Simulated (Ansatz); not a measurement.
**A convergence test on SnO2 (Cassiterite): k mesh of the hybrid**

How far can the k mesh of the hybrid be lowered for the gap of SnO2 (Cassiterite)?

Main program and level: Ansatz 0.2.0; DFT, HSE06, plane waves, PAW.

This is a report of a sequence of runs, with most program output left out.

## 1. The structure

Symmetry: P4_2/mnm, No. 136, tetragonal system. The conventional cell has a = 4.738 Å, b = 4.738 Å, c = 3.187 Å, α = 90.00°, β = 90.00°, γ = 90.00°. Sn has 6 O at 2.05 to 2.06 Å nearest. O has 3 Sn at 2.05 to 2.06 Å nearest. Farther neighbours and most contacts between anions are not listed.

The cell and positions come from the Crystallography Open Database and are kept as given unless a step says otherwise. The default PAW set here is soft_2. Its files were made with PBE.

## 2. k mesh of the hybrid: 2×2×2

Contents of input.yaml:

```yaml
crystal:
  lattice:
    - [4.738, 0.0, 0.0]
    - [0.0, 4.738, 0.0]
    - [0.0, 0.0, 3.1865]
  atoms:
    - { symbol: Sn, position: [0.0, 0.0, 0.0] }
    - { symbol: Sn, position: [0.5, 0.5, 0.5] }
    - { symbol: O, position: [0.3071, 0.3071, 0.0] }
    - { symbol: O, position: [0.1929, 0.8071, 0.5] }
    - { symbol: O, position: [0.6929, 0.6929, 0.0] }
    - { symbol: O, position: [0.8071, 0.1929, 0.5] }
kpoints:
  mp_grid: { grid: [2, 2, 2] }
  band_path:
    path:
      - [0.0, 0.0, 0.0]
      - [0.0, 0.5, 0.0]
      - [0.5, 0.5, 0.0]
      - [0.0, 0.0, 0.5]
      - [0.0, 0.5, 0.5]
      - [0.5, 0.5, 0.5]
    npoints: 1
hamiltonian:
  xc: hse06
scf:
  occupations: { method: fixed }
  n_extra_bands: 6
output:
  eigenvalues: true
```

Run with:

```bash
ansatz run input.yaml --threads 3 --pin off --max-ram 92160MiB --backend cuda --events-out ev --progress --plain --runs-dir out --devices 1 --max-vram 13GiB
```

Run time: 15 s. Hardware: 1 × NVIDIA H100 80GB HBM3 (shared by 6 runs) with 3 threads of AMD EPYC 7R13 (Zen 3), shared host; peak memory 1.1 GiB; 12 s of CPU time.

This step gave:

- gap: 3.046 eV
- valence top at: Γ
- conduction bottom at: Γ
- least direct gap: 3.046 eV
- exact-exchange fraction: 0.25

The gap is direct, at Γ.

## 3. k mesh of the hybrid: 2×2×4

Edit input.yaml of step 2 so:

```diff
@@ -13,3 +13,3 @@
 kpoints:
-  mp_grid: { grid: [2, 2, 2] }
+  mp_grid: { grid: [2, 2, 4] }
   band_path:
```

Run time: 17 s. Hardware: 1 × NVIDIA H100 80GB HBM3 (shared by 6 runs) with 3 threads; peak memory 1.1 GiB.

This step gave:

```yaml
gap: 3.057 eV
valence_top_at: Γ
conduction_bottom_at: Γ
least_direct_gap: 3.057 eV
```

The gap is 3.057 eV, +0.011 eV from the run before at this level.

## 4. k mesh of the hybrid: 4×4×4

Edit input.yaml of step 3 so:

```diff
@@ -13,3 +13,3 @@
 kpoints:
-  mp_grid: { grid: [2, 2, 4] }
+  mp_grid: { grid: [4, 4, 4] }
   band_path:
```

Elapsed: 26 s, on 1 × NVIDIA H100 80GB HBM3 (shared by 6 runs) with 3 threads; peak memory 1.3 GiB.

Numbers from this step:

* gap: 3.041 eV
* valence top at: Γ
* conduction bottom at: Γ
* least direct gap: 3.041 eV

The gap is 3.041 eV, −0.016 eV from the run before at this level.

## 5. k mesh of the hybrid: 4×4×6

Edit input.yaml of step 4 so:

```diff
@@ -13,3 +13,3 @@
 kpoints:
-  mp_grid: { grid: [4, 4, 4] }
+  mp_grid: { grid: [4, 4, 6] }
   band_path:
```

Run time: 26 s. Hardware: 1 × NVIDIA H100 80GB HBM3 (shared by 6 runs) with 3 threads; peak memory 1.4 GiB; 31 s of CPU time.

Numbers from this step:

- gap: 3.040 eV
- valence top at: Γ
- conduction bottom at: Γ
- least direct gap: 3.040 eV

The gap is 3.040 eV, −0.001 eV from the run before at this level.

## 6. The series

Differences are against the last row; a negative gap means that bands overlap, and a run with a band path holds that path's time. Times are wall times on 1 × NVIDIA H100 80GB HBM3 (shared by 6 runs) with 3 threads of AMD EPYC 7R13 (Zen 3), shared host, good to a factor of about two.

| k mesh of the hybrid | gap (eV) | direct gap (eV) | gap error (eV) | energy error (meV/atom) | irreducible k | time |
| --- | --- | --- | --- | --- | --- | --- |
| 2×2×2 | 3.046 | 3.046 | +0.006 | +84.7 | 6 | 15 s |
| 2×2×4 | 3.057 | 3.057 | +0.017 | +4.1 | 9 | 17 s |
| 4×4×4 | 3.041 | 3.041 | +0.001 | +1.2 | 18 | 26 s |
| 4×4×6 | 3.040 | 3.040 | +0.000 | +0.0 | 24 | 26 s |

## 7. Summary of results

```json
{"2×2×2": "3.046 eV", "2×2×4": "3.057 eV", "4×4×4": "3.041 eV", "4×4×6": "3.040 eV"}
```

What this shows: The gap holds to 0.02 eV from 2×2×2 on, the cheapest setting tried. At 2×2×2 the gap is off by +0.006 eV and the energy by +85 meV/atom. The gap is read over the mesh and added points near the edges, so meshes differ mainly through the density and, for a hybrid, the exchange operator.

[Paths, hosts, dates, memory and timing lines, banners, echoed tables and standing remarks are left out of the program output.]

[Logs are printed without paths, hosts, clocks, repeated set-up lines and the standing remarks that a program may print on its own settings, such as how far it seeks lower states.]

[Runs of the session that timed out or met a known fault of the program may be left out.]

[Cells called generated may have been cut or substituted from an entry of the Crystallography Open Database or the Materials Project.]

[Hosts, paths, dates, database ids (printed as entryN), source tags and the programs' standing remarks are cut or masked in the printed files.]
